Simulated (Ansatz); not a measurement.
# Lattice dynamics of LiY (built on the sites of a database entry of LiIn), part 2 of 2

Wanted: phonon frequencies of LiY (built on the sites of a database entry of LiIn) and what follows from them.

Ansatz 0.2.0; DFT PBEsol, scalar-relativistic, plane waves, PAW.

So far. Step 4 (Tight relaxation): The forces vanish by symmetry and the pressure is -0.005 GPa, within the tolerances set. The cell now holds 25.20 Å³/atom. The relaxed cell has a = 7.388 Å (conventional setting).

The structure was built from a prototype and need not be the compound's stable phase.

### 5. Linear response at the zone centre

The zone centre comes first: it holds the modes that light can see, as far as symmetry allows. No field response is asked, since the mesh shows no gap.

File input.yaml:

```yaml
crystal:
  lattice:
    - [0.0, 3.6938399398, 3.6938399398]
    - [3.6938399398, 0.0, 3.6938399398]
    - [3.6938399398, 3.6938399398, 0.0]
  atoms:
    - { symbol: Li, position: [0.5, 0.5, 0.5] }
    - { symbol: Li, position: [0.75, 0.75, 0.75] }
    - { symbol: "Y", position: [0.0, 0.0, 0.0] }
    - { symbol: "Y", position: [0.25, 0.25, 0.25] }
kpoints:
  mp_grid: { grid: [12, 12, 12] }
hamiltonian:
  xc: pbesol
scf:
  occupations: { method: methfessel_paxton, width: 0.2 }
output:
  eigenvalues: true
phonons:
  method: dfpt
```

Started as:

```console
ansatz run input.yaml --threads 4 --pin off --max-ram 14336MiB --backend cpu --events-out ev --progress --plain --runs-dir out
```

Numbers of over 12 decimals in the logs are rounded to 6 here.

Log:

```text
zone centre: on kpoints.mp_grid the ground state, and the responses unless they are solved on pairs of k-points, stand on 163 of the mesh's 1728 k-points, reduced under 8 symmetry operations, with k and −k counted as one. Each operation leaves every solved displacement unchanged or reverses it
[...]
Crystal: 4 atoms, lattice volume = 100.801 Å³
Basis set: ecut = 420 eV, 1989 PW (Γ), exchange–correlation on 72×72×72 points (8 copies of the dense FFT grid, shifted against one another)
Bands: 18, of which v1, the nominal top of the filled ones, is band 14 counted from 1 (13 counted from 0)
Symmetry: 48 space group operations
k-points: 163 of 1728 (irreducible under 8 space group operations, time reversal used)
[...]
SCF iter   1: F=—  HF=-7994.904362 eV  |F-HF|=—  |Δ(HF+E_count)|=         —  Δρ=2.51e-3  dr2=6.41e-3  ethr=1.77e-3  ⟨swp⟩=5.0  Hψ=27847  notcnv=0
automatic band count: the SCF goes on with 22 bands, as 18 were too few: they end inside the smearing window of the response
[...]
SCF iter   2: F=—  HF=-7994.901462 eV  |F-HF|=—  |Δ(HF+E_count)|=   2.90e-3  S|Δr|=    0.00e0  Δρ=1.28e-3  dr2=1.49e-3  ethr=2.29e-5  ⟨swp⟩=2.0  Hψ=6005  notcnv=0
[...]
SCF iter   9: F=-7994.901054 eV  HF=-7994.901054 eV  |F-HF|=9.09e-13  |Δ(HF+E_count)|=  9.09e-13  S|Δr|=    0.00e0  Δρ=2.36e-8  dr2=2.95e-13  ethr=1.00e-12  ⟨swp⟩=6.9  Hψ=12760  notcnv=0
SCF 1 converged in 9 iterations: F = -7994.901054 eV  dr2 = 2.95e-13
[...]
DFPT response loops at Γ: preconditioner auto → Kerker (q_TF=auto, 2.204 Å⁻¹) (partly filled bands, converged f_vac=0.000); β = 1.00, the filter's whole step (`scf.mixing.beta` (0.50) is not read by the response loops under this deck's `scf.mixing.preconditioner`; to damp them name `kerker` or `kerker_dos`, under which they read `scf.mixing.beta`, and type it under 1.00, their step now; both keys bind the ground state too); Broyden in place of MSR1
SCF converged after 9 iterations
[...]
Free energy (F): -7994.901054 eV
[...]
Internal energy: -7994.903718 eV  (E = F + TS)
E sigma→0 (E₀):  -7994.901720 eV
Entropy (-TS):   0.002664 eV (0.666 meV/atom)
Fermi energy:    6.448230 eV
[...]
--- Band table (eV; the first three rows and the last of 163) ---
  k-point 0: bands = [... 10 lower, 2.2126, 6.3890, 6.3890, 6.4782, 6.4782, 6.4782, 7.4200, 7.4200, ... 4 higher]
  k-point 1: bands = [... 10 lower, 2.2773, 6.1920, 6.1920, 6.4703, 6.7195, 6.7195, 7.2618, 7.4122, ... 4 higher]
  k-point 2: bands = [... 10 lower, 2.4668, 6.0139, 6.0139, 6.3962, 6.9325, 6.9887, 6.9887, 7.4292, ... 4 higher]
  k-point 162: bands = [... 10 lower, 4.9850, 4.9850, 5.3003, 5.3003, 6.8723, 6.8723, 7.4721, 7.4721, ... 4 higher]
--- Phonons (Γ-DFPT): 2 representative perturbations + reference, on 163 of 1728 k-points (Σ response iterations 6) ---
  k mesh reduced under 8 symmetry operations, with k and −k counted as one. Each operation leaves every solved displacement unchanged or reverses it
  ASR residual: 3.004e-5 → 0.000e0 eV/Å²; symmetrization residual: 7.634e-7 eV/Å²
  ASR residual per site (eV/Å²): 3.18e-6 3.18e-6 3.00e-5 3.00e-5
  Γ frequencies (cm⁻¹): 0.00 0.00 0.00 105.09 105.09 105.09 241.64 241.64 241.64 301.73 301.73 301.73
  non-analytic LO–TO correction: not included (Born effective charges unavailable; polar crystals: no LO–TO splitting at Γ)
```

Run time: 27 s. Hardware: 4 threads of Arm Neoverse V1, shared host; peak memory 1.3 GiB.

In the SCF lines HF is the Harris–Foulkes energy and dr2 the Hartree energy of the density residual, in eV; the loop may stop once dr2 is under the threshold and the program's other checks hold. Hψ counts applications of the Hamiltonian.

Numbers from this step:

* sum-rule residual before enforcement: 3.00e-5 eV/Å²
* point group: m-3m
* highest optical mode at the zone centre (no LO-TO term): 301.7 cm⁻¹
* lowest optical zone-centre mode: 105.1 cm⁻¹

Patterns of degenerate modes are one choice out of their space. The modes at Γ (shares of kinetic energy by element, %):

```csv
mode,frequency (cm⁻¹),symmetry,Li %,Y %
1,0.0,acoustic,7,93
2,0.0,acoustic,7,93
3,0.0,acoustic,7,93
4,105.1,T2g,4,96
5,105.1,T2g,4,96
6,105.1,T2g,4,96
7,241.6,T1u,93,7
8,241.6,T1u,93,7
9,241.6,T1u,93,7
10,301.7,T2g,96,4
11,301.7,T2g,96,4
12,301.7,T2g,96,4
```

Displacements in mode 4 (105.1 cm⁻¹), the largest set to 1:
```
Li1 -0.02 -0.10  0.72
Li2  0.02  0.10 -0.72
Y3   0.03  0.13 -1.00
Y4  -0.03 -0.13  1.00
```

Displacements in mode 12 (301.7 cm⁻¹), the largest set to 1:
```
Li1  0.00  0.36  1.00
Li2  0.00 -0.36 -1.00
Y3   0.00  0.02  0.06
Y4   0.00 -0.02 -0.06
```

Before it was imposed, the acoustic sum rule was missed by 3.0e-5 eV/Å². Small misses are needed for a sound result but don't prove that mesh and cutoff are converged. The lowest optical mode is real, 105 cm⁻¹.

### 6. Phonons on a q mesh

Stability and thermal properties need the whole zone. Linear response on a 4×4×4 q mesh gives force constants as far as a supercell of that size would.

Edit input.yaml of step 5 so:

```diff
@@ -20 +20,8 @@
   method: dfpt
+  qmesh: [4, 4, 4]
+  temperatures: { t_max: 1000, t_step: 50 }
+  qpath:
+    path:
+      - [[0.0, 0.0, 0.0], [0.5, 0.0, 0.5], [0.625, 0.25, 0.625]]
+      - [[0.375, 0.375, 0.75], [0.0, 0.0, 0.0], [0.5, 0.5, 0.5], [0.5, 0.25, 0.75], [0.5, 0.0, 0.5]]
+    npoints: 10
```

Log:

```text
Warning: phonons: the dynamical matrix that this run interpolates holds no multipole term above the dipole-dipole one, and a site of this crystal is no centre of inversion, so its interpolated transverse optical and acoustic branches and sound speeds can stay off near Gamma, and the density of states and the thermodynamics with them. What a run solves at a wave vector of phonons.qpoints, Gamma apart, where the deck admits one, is free of this, and under fd what a larger phonons.supercell samples
[...]
Crystal: 4 atoms, lattice volume = 100.801 Å³
Basis set: ecut = 420 eV, 1989 PW (Γ), exchange–correlation on 72×72×72 points (8 copies of the dense FFT grid, shifted against one another)
Bands: 18, of which v1, the nominal top of the filled ones, is band 14 counted from 1 (13 counted from 0)
Symmetry: 48 space group operations
k-points: 72 of 1728
[...]
SCF iter   1: F=—  HF=-7994.904172 eV  |F-HF|=—  |Δ(HF+E_count)|=         —  Δρ=2.51e-3  dr2=6.39e-3  ethr=1.77e-3  ⟨swp⟩=5.0  Hψ=12291  notcnv=0
[...]
SCF iter   9: F=-7994.901054 eV  HF=-7994.901054 eV  |F-HF|=1.82e-12  |Δ(HF+E_count)|=  7.28e-12  S|Δr|=    0.00e0  Δρ=2.33e-8  dr2=2.83e-13  ethr=1.00e-12  ⟨swp⟩=7.0  Hψ=5634  notcnv=0
SCF 1 converged in 9 iterations: F = -7994.901054 eV  dr2 = 2.83e-13
[...]
SCF iter   3: F=-7994.901054 eV  HF=-7994.901054 eV  |F-HF|=4.55e-12  |Δ(HF+E_count)|=  9.09e-13  S|Δr|=    0.00e0  Δρ=6.25e-8  dr2=4.22e-12  ethr=1.00e-12  ⟨swp⟩=1.0  Hψ=2880  notcnv=0
SCF 2 converged in 3 iterations: F = -7994.901054 eV  dr2 = 4.22e-12
phonons: the bands overlap, so this run is a metal and interpolates without the dipole-dipole term. If the crystal is really an insulator or semiconductor, its LO-TO splitting is missing
NSCF: frozen V_eff on 72 k-points
[...]
DFPT response loops at q = (0, 0, 0) (fractional): preconditioner auto → Kerker (q_TF=auto, 2.204 Å⁻¹) (partly filled bands, converged f_vac=0.000); β = 1.00, the filter's whole step (`scf.mixing.beta` (0.50) is not read by the response loops under this deck's `scf.mixing.preconditioner`; to damp them name `kerker` or `kerker_dos`, under which they read `scf.mixing.beta`, and type it under 1.00, their step now; both keys bind the ground state too); Broyden in place of MSR1
[...]
SCF converged after 9 iterations
[...]
Free energy (F): -7994.901054 eV
[...]
Internal energy: -7994.903718 eV  (E = F + TS)
E sigma→0 (E₀):  -7994.901720 eV
Entropy (-TS):   0.002664 eV (0.666 meV/atom)
Fermi energy:    6.448230 eV
[...]
--- Band table (eV; the first three rows and the last of 72) ---
  k-point 0: bands = [... 10 lower, 2.2126, 6.3890, 6.3890, 6.4782, 6.4782, 6.4782, 7.4200, 7.4200, ... 4 higher]
  k-point 1: bands = [... 10 lower, 2.2773, 6.1920, 6.1920, 6.4703, 6.7195, 6.7195, 7.2618, 7.4122, ... 4 higher]
  k-point 2: bands = [... 10 lower, 2.4668, 6.0139, 6.0139, 6.3962, 6.9325, 6.9887, 6.9887, 7.4292, ... 4 higher]
  k-point 71: bands = [... 10 lower, 4.9850, 4.9850, 5.3003, 5.3003, 6.8723, 6.8723, 7.4721, 7.4721, ... 4 higher]
--- Phonons (Γ-DFPT): 2 representative perturbations + reference (Σ response iterations 6) ---
  ASR residual: 2.957e-5 → 0.000e0 eV/Å²; symmetrization residual: 7.045e-7 eV/Å²
  ASR residual per site (eV/Å²): 3.17e-6 3.17e-6 2.96e-5 2.96e-5
[...]
--- Phonons (arbitrary-q DFPT): 8 irreducible q on the 4×4×4 mesh ---
  q = [0.0000, 0.0000, 0.0000] (star 1, of the zone-centre solve; hermiticity 4.69e-7, symmetrization 1.33e-13): -0.00 0.00 0.00 105.09 105.09 105.09 241.64 241.64 241.64 301.73 301.73 301.73
  q = [0.0000, 0.0000, 0.2500] (star 8, 2 solved perturbations on 936 of 1728 k-point pairs; hermiticity 6.43e-7, symmetrization 3.25e-13): 21.93 21.93 32.10 97.18 103.55 103.55 250.66 250.66 264.51 292.63 299.17 299.17
[...]
q = [0.0000, 0.2500, 0.2500] (star 6, 4 solved perturbations in 1608 linear systems a pass and spin channel, the states on 510 of 1728 k-point pairs; hermiticity 4.87e-7, symmetrization 2.72e-13): -22.14 -22.14 51.16 90.34 99.52 99.52 254.87 254.87 269.00 292.41 292.54 292.54
[...]
sum rule: each row above includes the acoustic sum rule's correction from the zone centre's row sums; it moved no ω² by more than (0.35 cm⁻¹)²
  mesh force constants: q→R imaginary residual 4.45e-18; ASR residual 2.957e-5 → 0.000e0 eV/Å²; symmetrization residual 2.887e-15 eV/Å²
  interpolated dispersion: 62 rows × 12 modes
  density of states and harmonic sums: on the 16×16×16 q-mesh, interpolated from the force constants of a 4×4×4 supercell (no non-analytic term)
  largest difference from the sums on the solved wave vectors: F 4.26e-3 eV, S 5.48e-6 and C_V 6.93e-7 eV/K
  zero-point energy: 0.124614 eV/cell   skipped modes (ω ≤ 0): 222, of them read as no rigid motion or as one in doubt: 219 (1.648e0 modes/cell left out, lowest -60.60 cm⁻¹)   left out of the sums: 1.37e-1 of the cell's modes: C_V's classical limit lies that fraction below 3 k_B per atom; for a crystal, a wire or a layer, F and S can be off by more, and a phonons.interpolated_qmesh denser along its periods is the remedy for the sampling
```

Wall time 14 min (4 threads); peak memory 6.9 GiB.

This step gave:

```
sum-rule residual before enforcement                    : 2.96e-5 eV/Å²
lowest frequency on the path                            : -60.60 cm⁻¹
highest frequency on the path or at a solved wavevector : 301.7 cm⁻¹
lowest mode on the q mesh (acoustic modes at Γ apart)   : -60.6 cm⁻¹
```

Frequencies (cm⁻¹) solved at each irreducible wavevector; negative means imaginary. Frequencies by wavevector, by row:

```csv
q in reciprocal lattice units,star,mode 1,mode 2,mode 3,mode 4,mode 10,mode 11,mode 12
0 0 0,1,0,0,0,105.1,301.7,301.7,301.7
0 0 0.25,8,21.9,21.9,32.1,97.2,292.6,299.2,299.2
0 0 -0.5,4,6.4,28.1,28.1,99.8,288.8,294.1,294.1
0 0.25 0.25,6,-22.1,-22.1,51.2,90.3,292.4,292.5,292.5
0 0.25 -0.5,24,-44.6,-42.6,39.2,81.1,280.7,288.4,292.5
0 0.25 -0.25,12,-30.7,-27.5,21.1,86.3,284.8,295.1,296.6
0 -0.5 -0.5,3,-60.6,-60.6,72.7,72.7,279,280.2,280.2
0.25 -0.5 -0.25,6,-49.7,-49.7,57,57,272.4,289.6,289.6
```

Interpolated from a 4×4×4 q mesh. The phonon branches at the labelled points (cm⁻¹):

```csv
point,branch 1,branch 2,branch 3,branch 4,branch 9,branch 10,branch 11,branch 12
Γ,0,0,0,105,242,302,302,302
halfway,-22,-22,51,90,269,292,292,292
X,-61,-61,73,73,279,279,280,280
halfway,-59,-58,64,73,275,278,282,285
U,-52,-51,46,74,272,276,286,290
jump to K,-52,-51,46,74,272,276,286,290
halfway,-14,-9,35,89,270,289,296,300
Γ,0,0,0,105,242,302,302,302
halfway,22,22,32,97,264,293,299,299
L,6,28,28,100,279,289,294,294
halfway,-37,-35,26,82,276,280,292,294
W,-50,-50,57,57,272,272,290,290
halfway,-56,-56,65,65,275,275,286,286
X,-61,-61,73,73,279,279,280,280
```

Tetrahedra on a 16×16×16 mesh, mean over bins of 5 cm-1. Interpolated from a 4×4×4 q mesh. Phonon density of states against wavenumber; read off at these points:

```csv
wavenumber (cm⁻¹),phonon density of states (1/cm⁻¹/cell)
-62,4.1e-4
-52,0.0379
-48,0.0556
-42,0.0469
-32,0.0330
-22,0.0217
-12,0.0129
-2,0.00934
8,0.0121
18,0.0163
28,0.0409
38,0.0364
48,0.0170
58,0.00958
68,0.0107
78,0.0328
88,0.0421
98,0.0200
108,0.107
112,0.122
118,0.111
122,0
132,0
142,0
152,0
162,0
172,0
182,0
192,0
202,0
212,0
222,0
232,0
242,0.00521
252,0.0466
262,0.197
272,0.130
282,0.0768
292,0.209
302,0.016
```

The partial phonon density of states has structure finer than the step of the table below, so its rows give means over 10 cm⁻¹, whole bins alone (the curve runs from -70 to 321 cm⁻¹). Peaks (cm⁻¹: height): Li 261.8: 0.157, 274.1: 0.123, 293.7: 0.177; Y -47.9: 0.0508, 25.9: 0.0405, 114.3: 0.120.

Phonopy on the run's constants, 13x13x13 mesh, Gaussian sigma 2.8 cm-1. Interpolated from a 4×4×4 q mesh. Partial phonon density of states against wavenumber; means over each step; values in 1/cm⁻¹/cell:

```csv
wavenumber (cm⁻¹),Li,Y
-60,3.2e-4,0.0120
-50,9.4e-4,0.0437
-40,8.1e-4,0.0421
-30,6.0e-4,0.0301
-20,4.2e-4,0.0188
-10,3.2e-4,0.0132
0,1.5e-4,0.00365
10,5.2e-4,0.0130
20,9.8e-4,0.0288
30,0.00113,0.0349
40,8.8e-4,0.0267
50,4.4e-4,0.0149
60,2.0e-4,0.00977
70,3.7e-4,0.0182
80,9.2e-4,0.0329
90,0.00171,0.0360
100,0.00294,0.0433
110,0.00487,0.103
120,0.00151,0.0546
130,8.4e-6,4.1e-4
140,0,0
150,0,0
160,0,0
170,0,0
180,0,0
190,0,0
200,0,0
210,0,0
220,0,0
230,9.0e-6,3.0e-7
240,0.00412,3.5e-4
250,0.0357,0.00285
260,0.124,0.00660
270,0.0992,0.00311
280,0.0954,0.00246
290,0.149,0.00293
300,0.0718,0.00171
310,0.00141,4.7e-5
```

Symmetry leaves 8 wavevectors to solve. The lowest mode among them, the acoustic zeros apart, lies at q = (0, -0.5, -0.5) and is imaginary, 60.6i cm⁻¹, so the energy falls along it.

### 7. Isotope substitution

An isotope changes the mass and not the force constants, so no new electronic calculation is needed; the shifts show which modes move this element.

The same force constants with the mass of Li changed from 6.940 to 6.015 u (phonopy, no LO-TO term). Both lists are sorted by frequency; levels can cross, so a row need not hold one and the same mode. Modes under 3 cm⁻¹ are left out. Isotope shifts, by row, the first 40 of 45 rows:

```csv
q,rank,natural mass (cm⁻¹),changed mass (cm⁻¹)
0 0 0,4,105.1,105.4
0 0 0,5,105.1,105.4
0 0 0,6,105.1,105.4
0 0 0,7,241.6,258.3
0 0 0,8,241.6,258.3
0 0 0,9,241.6,258.3
0 0 0,10,301.7,323.3
0 0 0,11,301.7,323.3
0 0 0,12,301.7,323.3
0 0 0.25,1,21.93,22
0 0 0.25,2,21.93,22
0 0 0.25,3,32.1,32.13
0 0 0.25,4,97.18,97.53
0 0 0.25,5,103.5,104
0 0 0.25,6,103.5,104
0 0 0.25,7,250.7,267.9
0 0 0.25,8,250.7,267.9
0 0 0.25,9,264.5,283.1
0 0 0.25,10,292.6,314
0 0 0.25,11,299.2,320.7
0 0 0.25,12,299.2,320.7
0 0 -0.5,1,6.37,6.37
0 0 -0.5,2,28.1,28.13
0 0 -0.5,3,28.1,28.13
0 0 -0.5,4,99.78,99.84
0 0 -0.5,5,104.9,105.4
0 0 -0.5,6,104.9,105.4
0 0 -0.5,7,262,280.1
0 0 -0.5,8,262,280.1
0 0 -0.5,9,278.6,299.1
0 0 -0.5,10,288.8,310
0 0 -0.5,11,294.1,315.5
0 0 -0.5,12,294.1,315.5
0 0.25 0.25,1,-22.14,-22.17
0 0.25 0.25,2,-22.14,-22.17
0 0.25 0.25,3,51.16,51.25
0 0.25 0.25,4,90.34,90.41
0 0.25 0.25,5,99.52,100.2
0 0.25 0.25,6,99.52,100.2
0 0.25 0.25,7,254.9,271.9
```

A mode of this element alone would shift by +7.41 %. The highest zone-centre frequency without the field goes from 301.7 to 323.3 cm⁻¹ (+7.1 %). The product of the frequency ratios over all optical modes at Γ is 1.514; the product rule, (m/m′)^(3k/2) (M′/M)^(3/2) with k = 2 such atoms and M the mass of the cell, gives 1.514.

### 8. Summary of results

```json
{"space group after relaxation (within 0.01 Å)": "Fd-3m", "volume per atom": "25.2 Å³", "electronic character": "no gap on this mesh", "highest optical mode at the zone centre (no LO-TO term)": "302 cm⁻¹", "lowest optical zone-centre mode": "105 cm⁻¹", "lowest mode on the q mesh (acoustic modes at Γ apart)": "-60.6 cm⁻¹", "highest frequency on the path or at a solved wavevector": "302 cm⁻¹", "imaginary modes on the 4×4×4 q mesh": "yes"}
```

Modes are clearly imaginary (beyond 10i cm⁻¹) at 5 of the 8 irreducible wavevectors, most at q = (0, -0.5, -0.5) (60.6i cm⁻¹), so this structure is not a minimum of the energy. The optical modes at Γ span 105 to 302 cm⁻¹. The highest mode in this list at Γ, 301.7 cm⁻¹, is mostly motion of Li (96 % of the kinetic energy). With no gap, or one that is small against the smearing, the frequencies hang on the k mesh and the smearing, most of all near Kohn anomalies. The starting cell was built on a prototype and not taken from a measurement, so the phase need not exist. These are harmonic frequencies at zero temperature: anharmonic shifts, linewidths and thermal expansion are left out.

[Logs are printed without paths, hosts, clocks, repeated set-up lines and the standing remarks that a program may print on its own settings, such as how far it seeks lower states.]

[Hosts, paths, dates, database ids (printed as entryN), source tags and the programs' standing remarks are cut or masked in the printed files.]
